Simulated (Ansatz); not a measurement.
# Li4HfSc (built on the sites of a database entry of ScCu4Sn): relaxing the cell for a phonon run

Aim: bring Li4HfSc (built on the sites of a database entry of ScCu4Sn) to small forces and stress, as phonons need.

Method: DFT PBE, scalar-relativistic, plane waves, norm-conserving pseudopotentials, in Ansatz 0.2.0.

The structure was built from a prototype and need not be the compound's stable phase.

## Step 1: Starting point

It takes space group F-43m (No. 216, cubic). Conventional cell: a = 7.307 Å, b = 7.307 Å, c = 7.307 Å, α = 90.00°, β = 90.00°, γ = 90.00°. Nearest to Sc lie 12 Li at 3.03 Å and 4 Hf at 3.16 Å. Nearest to Li lie 6 Li at 2.57 to 2.59 Å and 3 Sc at 3.03 Å and 3 Hf at 3.03 Å. Nearest to Hf lie 12 Li at 3.03 Å and 4 Sc at 3.16 Å. Farther neighbours are not listed.

## Step 2: A coarse first look

A quick single point on a coarse mesh tells whether the cell has a gap and how far it is from rest, which sets the k mesh and smearing that follow.

Contents of input.yaml:

```yaml
crystal:
  lattice:
    - [0.0, 3.65345, 3.65345]
    - [3.65345, 0.0, 3.65345]
    - [3.65345, 3.65345, 0.0]
  atoms:
    - { symbol: Sc, position: [0.0, 0.0, 0.0] }
    - { symbol: Li, position: [0.374438, 0.374438, 0.374438] }
    - { symbol: Li, position: [0.876686, 0.374438, 0.374438] }
    - { symbol: Li, position: [0.374438, 0.374438, 0.876686] }
    - { symbol: Li, position: [0.374438, 0.876686, 0.374438] }
    - { symbol: Hf, position: [0.75, 0.75, 0.75] }
kpoints:
  mp_grid: { grid: [4, 4, 4] }
hamiltonian:
  xc: pbe
  pseudopotentials: { kind: nc }
scf:
  occupations: { method: gaussian, width: 0.1 }
output:
  forces: true
  stress: true
  eigenvalues: true
```

Launch:

```bash
$ ansatz run input.yaml --threads 8 --pin off --max-ram 14336MiB --backend cpu --events-out ev --progress --plain --runs-dir out
```

Numbers of over 12 decimals in the logs are rounded to 6 here.

Output:

```text
Engine: ansatz 0.2.0, x86_64-unknown-linux-gnu
Pseudopotentials: kind: nc
Pseudopotential: Sc, nc, valence charge 11, recommended cutoff 1061.244064 eV (normal), Sc.nc.azcp (PseudoDojo's, or run here from an input of PseudoDojo's: the run reads no file of this project's for it)
Pseudopotential: Li, nc, valence charge 3, recommended cutoff 1034.032677 eV (normal), Li.nc.azcp
[...]
k-point 0: bands = [... 21 lower, 7.7187, 8.0376, 8.0376, 8.0376, 8.6719, 8.6719, 8.6719, 9.2078, ... 2 higher]
  k-point 1: bands = [... 21 lower, 7.7369, 7.7369, 8.1308, 8.2854, 8.2854, 8.7736, 8.7736, 9.9569, ... 2 higher]
  k-point 2: bands = [... 21 lower, 7.7090, 7.7090, 8.3796, 8.6189, 8.6189, 9.0018, 9.0018, 9.0228, ... 2 higher]
  k-point 7: bands = [... 21 lower, 6.5350, 6.6055, 8.5322, 8.6389, 8.8992, 8.9637, 9.8202, 9.8556, ... 2 higher]
[key lines of the parts left out:]
SCF converged after 9 iterations
Free energy (F): -9342.130444 eV
Fermi energy:    8.497399 eV
P = ⅓ Tr σ = 7.3786 GPa (73.786 kbar)
```

It took 2 s on 8 threads of AMD EPYC 7R13 (Zen 3), shared host; peak memory 0.84 GiB.

This step gave:

- pressure: 7.379 GPa
- volume per atom: 16.26 Å³
- gap on the k-mesh: 0 eV

The coarse mesh shows no gap and a pressure of 7.4 GPa.

## Step 3: Relaxation

The cell and atoms are relaxed, since residual forces and stress would shift the frequencies.

Edit input.yaml of step 2 so:

```diff
@@ -13,3 +13,3 @@
 kpoints:
-  mp_grid: { grid: [4, 4, 4] }
+  mp_grid: { grid: [8, 8, 8] }
 hamiltonian:
@@ -23 +23,10 @@
   eigenvalues: true
+  write_density: true
+  write_potential: true
+  elf: true
+  volumetric_format: npy
+relax:
+  adjacent_minimum: "off"
+  f_tol: 0.005
+  max_steps: 80
+  cell: { stress_tol: 0.05 }
```

Output:

```text
[...]
Crystal: 6 atoms, lattice volume = 97.530 Å³
Basis set: ecut = 1143 eV, 8609 PW (Γ), exchange–correlation on 120×120×120 points (8 copies of the dense FFT grid, shifted against one another)
Bands: 31, of which v1, the nominal top of the filled ones, is band 25 counted from 1 (24 counted from 0)
Symmetry: 24 space group operations
[...]
k-points: 29 of 512 (time reversal used)
[...]
SCF iter   1: F=—  HF=-9343.638632 eV  |F-HF|=—  |Δ(HF+E_count)|=         —  Δρ=4.67e-2  dr2=6.07e0  ethr=3.10e-3  ⟨swp⟩=6.4  Hψ=3822  notcnv=0
[...]
SCF iter   9: F=-9342.112629 eV  HF=-9342.112629 eV  |F-HF|=2.93e-8  |Δ(HF+E_count)|=   9.72e-9  Δρ=8.46e-6  dr2=7.17e-8  ethr=2.04e-10  ⟨swp⟩=16.4  Hψ=8225  notcnv=0
SCF 1 converged in 9 iterations: F = -9342.112629 eV  dr2 = 7.17e-8
relax step   1: F+E_penalty+E_count = -9342.11262901 eV  Δ(F+E_penalty+E_count) = +0.000e0 eV  max|allowed force component| = 6.288e-2 eV/Å  Δτ_max = 0.0000 Å  P = +7.467 GPa  Ω = 97.530 Å³  (9 SCF iters, dr2 threshold 1.00e-7 eV, accepted)
Crystal: 6 atoms, lattice volume = 112.503 Å³
Basis set: ecut = 1143 eV, 9841 PW (Γ), exchange–correlation on 120×120×120 points (8 copies of the dense FFT grid, shifted against one another)
[...]
iter 1 solved again at ethr=1.36e-4 eV; its pass at ethr=3.10e-3 eV (dr2=6.64e-2 eV) is discarded
[...]
SCF iter   7: F=-9342.463505 eV  HF=-9342.463505 eV  |F-HF|=1.24e-8  |Δ(HF+E_count)|=   2.73e-7  Δρ=7.56e-6  dr2=6.59e-8  ethr=1.22e-9  ⟨swp⟩=12.7  Hψ=8186  notcnv=0
SCF 2 converged in 7 iterations: F = -9342.463505 eV  dr2 = 6.59e-8
relax step   2: F+E_penalty+E_count = -9342.46350524 eV  Δ(F+E_penalty+E_count) = -3.509e-1 eV  max|allowed force component| = 4.665e-3 eV/Å  Δτ_max = 0.0138 Å  P = +0.656 GPa  Ω = 112.503 Å³  energy of the carried Pulay correction = -1.594e-3 eV  (7 SCF iters, dr2 threshold 6.00e-7 eV, accepted)
Crystal: 6 atoms, lattice volume = 114.266 Å³
[...]
SCF iter   1: F=—  HF=-9342.467096 eV  |F-HF|=—  |Δ(HF+E_count)|=         —  Δρ=5.76e-4  dr2=1.06e-3  ethr=1.38e-6  ⟨swp⟩=3.0  Hψ=5288  notcnv=0
eigensolver tolerance schedule calibrated: the retry pair's looser diagonalisation under-reported the residual by θ = 0.36 (0.11/decade); ethr = c·dr2/N_el runs at the constant in force after the calibration composes with the one it found (an armed cap, an earlier calibration), c = 8.7e-2
[...]
SCF iter   2: F=—  HF=-9342.466947 eV  |F-HF|=—  |Δ(HF+E_count)|=   1.49e-4  Δρ=2.57e-4  dr2=2.12e-4  ethr=1.38e-6  ⟨swp⟩=2.0  Hψ=1034  notcnv=0
[...]
SCF iter   5: F=-9342.467306 eV  HF=-9342.467307 eV  |F-HF|=4.22e-7  |Δ(HF+E_count)|=   3.99e-7  Δρ=1.68e-5  dr2=5.19e-7  ethr=1.06e-9  ⟨swp⟩=12.9  Hψ=9041  notcnv=0
SCF 3 converged in 5 iterations: F = -9342.467306 eV  dr2 = 5.19e-7
relax step   3: F+E_penalty+E_count = -9342.46730649 eV  Δ(F+E_penalty+E_count) = -3.801e-3 eV  max|allowed force component| = 1.192e-3 eV/Å  Δτ_max = 0.0017 Å  P = +0.068 GPa  Ω = 114.266 Å³  energy of the carried Pulay correction = -1.767e-3 eV  (5 SCF iters, dr2 threshold 6.00e-7 eV, accepted)
[...]
relax step   4: F+E_penalty+E_count = -9342.46733180 eV  Δ(F+E_penalty+E_count) = -2.532e-5 eV  max|allowed force component| = 3.210e-4 eV/Å  Δτ_max = 0.0002 Å  P = +0.001 GPa  Ω = 114.470 Å³  energy of the carried Pulay correction = -1.787e-3 eV  (5 SCF iters, dr2 threshold 1.14e-8 eV, accepted)
Basis set: ecut = 1143 eV, 9985 PW (Γ), exchange–correlation on 128×128×128 points (8 copies of the dense FFT grid, shifted against one another)
[...]
SCF iter   6: F=-9342.469316 eV  HF=-9342.469316 eV  |F-HF|=2.00e-11  |Δ(HF+E_count)|=  4.55e-11  Δρ=1.37e-7  dr2=3.45e-11  ethr=1.00e-12  ⟨swp⟩=8.1  Hψ=5532  notcnv=0
SCF 5 converged in 6 iterations: F = -9342.469316 eV  dr2 = 3.45e-11
relax step   5: F+E_penalty+E_count = -9342.46931562 eV  Δ(F+E_penalty+E_count) = -1.984e-3 eV  max|allowed force component| = 3.114e-4 eV/Å  Δτ_max = 0.0000 Å  P = +0.033 GPa  Ω = 114.470 Å³  stress off target by 3.26e-2 GPa  SCF on the basis re-selected at this cell (its energy is not comparable with the rows above)  (6 SCF iters)
basis re-selected at this cell: Δ(F+E_penalty+E_count) = -1.984e-3 eV, ΔP = +0.032 GPa vs the last step (what re-selecting the basis moved, of the pressure what is left beyond the Pulay correction that the steps carried, after the strain that the cell walked since its last selection, with what the two solves' SCF thresholds leave and, on support functions, any second-order correction that the steps lacked; it is no measure of the basis error at this ecutwfc). The dense FFT grid was sized anew with the basis: this SCF ran on 64×64×64 points, the steps before it on 60×60×60, so part of this shift can come from that change (see relax.cell in the input reference). [rest of the remark cut]
SCF converged after 6 iterations
Free energy (F): -9342.469316 eV
[...]
Internal energy: -9342.444583 eV  (E = F + TS)
E sigma→0 (E₀):  -9342.456949 eV
Entropy (-TS):   -0.024733 eV (-4.122 meV/atom)
Fermi energy:    6.914838 eV
[...]
--- Forces (eV/Å), atoms counted from 1 ---
  atom   1  Sc     0.00000000     0.00000000     0.00000000
  atom   2  Li    -0.00031139    -0.00031139    -0.00031139
  atom   3  Li    -0.00031139     0.00031139     0.00031139
  atom   4  Li     0.00031139     0.00031139    -0.00031139
  atom   5  Li     0.00031139    -0.00031139     0.00031139
  atom   6  Hf    -0.00000000    -0.00000000    -0.00000000
  max |Σ_I F_I| component: 2.01e-16 eV/Å
--- Stress (GPa, compression-positive) ---
        0.032649       0.000000       0.000000
        0.000000       0.032649       0.000000
        0.000000       0.000000       0.032649
  P = ⅓ Tr σ = 0.0326 GPa (0.326 kbar)
--- Band table (eV; the first three rows and the last of 29) ---
  k-point 0: bands = [... 21 lower, 6.3426, 6.5354, 6.5354, 6.5354, 7.0413, 7.0413, 7.0413, 7.6540, ... 2 higher]
  k-point 1: bands = [... 21 lower, 6.3467, 6.3467, 6.5805, 6.5805, 6.7798, 7.0709, 7.0709, 7.9901, ... 2 higher]
  k-point 2: bands = [... 21 lower, 6.3178, 6.3178, 6.6041, 6.7640, 6.7640, 7.1316, 7.1316, 8.2343, ... 2 higher]
  k-point 28: bands = [... 21 lower, 5.0905, 5.1373, 7.0053, 7.0695, 7.1867, 7.2588, 8.0669, 8.1445, ... 2 higher]
--- Relaxed structure (4 steps of the walk, 4 accepted, 1 SCFs on fresh bases) ---
  F+E_penalty+E_count = -9342.46931562 eV   max|allowed force component| = 3.114e-4 eV/Å   (the final SCF, on the basis selected at the relaxed cell)
  cell:  # Å, volume = 114.4703 Å³
    - [0, 3.853786, 3.853786]
    - [3.853786, 0, 3.853786]
    - [3.853786, 3.853786, 0]
  atoms:
    - { symbol: Sc, position: [1.9536778393562817e-19, 0, -1.966042888972469e-19] }
    - { symbol: Li, position: [0.375650, 0.375650, 0.375650] }
    - { symbol: Li, position: [0.873050, 0.375650, 0.375650] }
    - { symbol: Li, position: [0.375650, 0.375650, 0.873050] }
    - { symbol: Li, position: [0.375650, 0.873050, 0.375650] }
    - { symbol: Hf, position: [0.750000, 0.750000, 0.750000] }
```

Elapsed: 16 s, on 8 threads; peak memory 1.2 GiB.

Relaxation path:

| step | energy less that of the first step (eV) | largest force component (eV/Å) | pressure (GPa) | volume (Å³) |
| --- | --- | --- | --- | --- |
| 1 | 0.0000 | 0.0629 | 7.47 | 97.53 |
| 2 | -0.3509 | 0.0047 | 0.66 | 112.50 |
| 3 | -0.3547 | 0.0012 | 0.07 | 114.27 |
| 4 | -0.3547 | 0.0003 | 0.00 | 114.47 |
| 5* | -0.3567 | 0.0003 | 0.03 | 114.47 |

Relaxation steps marked * repeat the geometry before them on a plane-wave basis chosen anew for their cell, so energy and pressure can jump there.

The run keeps the 24 symmetry operations that it works with, so distortions that break them were not tested.

| conventional cell, symmetrised | before | after | change |
| --- | --- | --- | --- |
| a (Å) | 7.307 | 7.708 | +5.5 % |
| b (Å) | 7.307 | 7.708 | +5.5 % |
| c (Å) | 7.307 | 7.708 | +5.5 % |
| volume (Å³/atom) | 16.26 | 19.08 | +17.4 % |

The atoms that moved most (Å, as changes of fractional coordinates times the final cell):

| atom | dx | dy | dz | length |
| --- | --- | --- | --- | --- |
| Li4 | -0.009 | -0.009 | 0.009 | 0.016 |
| Li3 | 0.009 | -0.009 | -0.009 | 0.016 |
| Li5 | -0.009 | 0.009 | -0.009 | 0.016 |
| Li2 | 0.009 | 0.009 | 0.009 | 0.016 |

The relaxed structure:

```cif
data_structure
_symmetry_space_group_name_H-M 'P 1'
_symmetry_Int_Tables_number 1
_cell_length_a 5.4501
_cell_length_b 5.4501
_cell_length_c 5.4501
_cell_angle_alpha 60.000
_cell_angle_beta 60.000
_cell_angle_gamma 60.000
_cell_volume 114.47
loop_
_atom_site_label
_atom_site_type_symbol
_atom_site_fract_x
_atom_site_fract_y
_atom_site_fract_z
_atom_site_occupancy
Sc1 Sc 0.00000 0.00000 0.00000 1
Li2 Li 0.37565 0.37565 0.37565 1
Li3 Li 0.87305 0.37565 0.37565 1
Li4 Li 0.37565 0.37565 0.87305 1
Li5 Li 0.37565 0.87305 0.37565 1
Hf6 Hf 0.75000 0.75000 0.75000 1
```

This step gave:

```yaml
pressure: 0.03265 GPa
volume_per_atom: 19.08 Å³
```

Electrostatic potential energy in the ac plane of a cell with a along [110], b along [-110] and c along [001] of the cube at fractional y = 0.000, with atoms of Sc and Li and Hf within 0.2 Å of it. With pseudopotentials it is smooth inside the atoms' cores, unlike the true potential.

Ten even steps from '0' (-124 eV) to '9' (9 eV), each cell a mean:
```
0489999999999830169999999999961
6799999999999976689999999999986
9999999999999999999999999999999
9999999999999999999999999999999
9999999999999999999999999999999
9999999999999999999999999999999
9998899999988999998889999988899
9988789999878899998789999987899
9998889999888999998889999988899
9999999999999999999999999999999
9999999999999999999999999999999
9999999999999999999999999999999
9999999999999999999999999999999
9999998668999999999998767899999
9999984004899999999996102799999
9999972002799999999985000589999
9999984004899999999996101699999
9999997667999999999998757899999
8899999999999988899999989999998
3689999999999863479999999999974
0289999999999720068999999999850
```
Columns run along a (10.9 Å; values clipped at the 3rd and 97th percentile), rows up along c (7.7 Å), edges of the conventional cell, whose origin can differ from the input's. Atoms in or near the plane, at fractional coordinates: Sc at (0.50, 0.00), Sc at (0.00, 0.00), Li at (0.88, 0.62), Li at (0.38, 0.62), Li at (0.62, 0.62), Li at (0.12, 0.62), Hf at (0.75, 0.25), Hf at (0.25, 0.25).

ELF in the ac plane of a cell with a along [110], b along [-110] and c along [001] of the cube at fractional y = 0.000, with atoms of Sc and Li and Hf within 0.2 Å of it. It is the smooth field of the valence electrons, not physical close to the nuclei.

Ten even steps from '_' (0.03) to '@' (0.97), each cell a mean:
```
++%%==__::++**++++**++::__==%%++####::..==**++++++**==..::####
##++....--++++====++++--....++####--__::++++++==++++==::__--##
::....::==++==----++++==::....::::....--++++==--==++++--....::
::::--==++++==----==++++==--::::::--==++++++==--==++++++==::::
++++==------========------==++++++++==----==========----==++++
**==..______::==--::______..==**++::______..--==--..______--**
++....++**..__----__..**++__..++--__--**==__..--..__==**--__--
--__--@@@@==__::::__++@@@@--__--::__##@@%%....--....%%@@##__::
--__..##%%::__----__--%%##..__--::__++%%**__::==::__**%%==__::
--..__....__::++++::__....__::----____..__..==++==..__..____--
==--::..::--==++++==--::..::--====--::..::==++++++==::..::--==
--====++====--::::--====++====--====++====----::----==++++====
--==++++--::..::....::--++++==--==++++==::....::....::==++++--
==++++==::..::----::..::==++++====++++--..::------::..--++++==
****++--..::==----==::..--++********++::..--==::==--..::++****
****++--..::==____==::..--++********==::..==::__::==..::==****
======--..::==----==::..--============....--==::==--..::======
......::....::----::....::..........::....::--==--::....::....
++--____......::::......____--++==..__........::........__..==
%%##--__::----::::----::__--##%%%%++....------::------....++%%
::##++__::++++++++++++::..++##::++##::..==++++++++++==..::##++
```
Columns run along a (10.9 Å), rows up along c (7.7 Å), edges of the conventional cell, whose origin can differ from the input's. Atoms in or near the plane, at fractional coordinates: Sc at (0.50, 0.00), Sc at (0.00, 0.00), Li at (0.88, 0.62), Li at (0.38, 0.62), Li at (0.62, 0.62), Li at (0.12, 0.62), Hf at (0.75, 0.25), Hf at (0.25, 0.25).

Valence density in the ac plane of a cell with a along [110], b along [-110] and c along [001] of the cube at fractional y = 0.000, with atoms of Sc and Li and Hf within 0.2 Å of it. It is the smooth field of the valence electrons, not physical close to the nuclei.

Values in e/Å³, 11 rows by 16 columns, each cell a mean:
```
 4  0  0  0  0  0  0  3  4  0  0  0  0  0  0  3
 0  0  0  0  0  0  0  0  0  0  0  0  0  0  0  0
 0  0  0  0  0  0  0  0  0  0  0  0  0  0  0  0
 0  1  3  0  0  1  3  0  0  1  3  0  0  1  3  0
 0  2  3  0  0  1  3  0  0  2  3  0  0  1  3  0
 0  0  0  0  0  0  0  0  0  0  0  0  0  0  0  0
 0  0  0  0  0  0  0  0  0  0  0  0  0  0  0  0
 0  0  0  8  9  1  0  0  0  0  0  8  9  1  0  0
 0  0  1  9 10  2  0  0  0  0  1  9 10  2  0  0
 1  0  0  1  2  0  0  0  1  0  0  1  2  0  0  0
 4  1  0  0  0  0  0  4  4  1  0  0  0  0  0  4
```
Columns run along a (10.9 Å), rows up along c (7.7 Å), edges of the conventional cell, whose origin can differ from the input's. Atoms in or near the plane, at fractional coordinates: Sc at (0.50, 0.00), Sc at (0.00, 0.00), Li at (0.88, 0.62), Li at (0.38, 0.62), Li at (0.62, 0.62), Li at (0.12, 0.62), Hf at (0.75, 0.25), Hf at (0.25, 0.25).

In this step the volume went from 16.26 to 19.08 Å³/atom.

[end of part 1 of 2]

[Logs are printed without paths, hosts, clocks, repeated set-up lines and the standing remarks that a program may print on its own settings, such as how far it seeks lower states.]

[Hosts, paths, dates, database ids (printed as entryN), source tags and the programs' standing remarks are cut or masked in the printed files.]
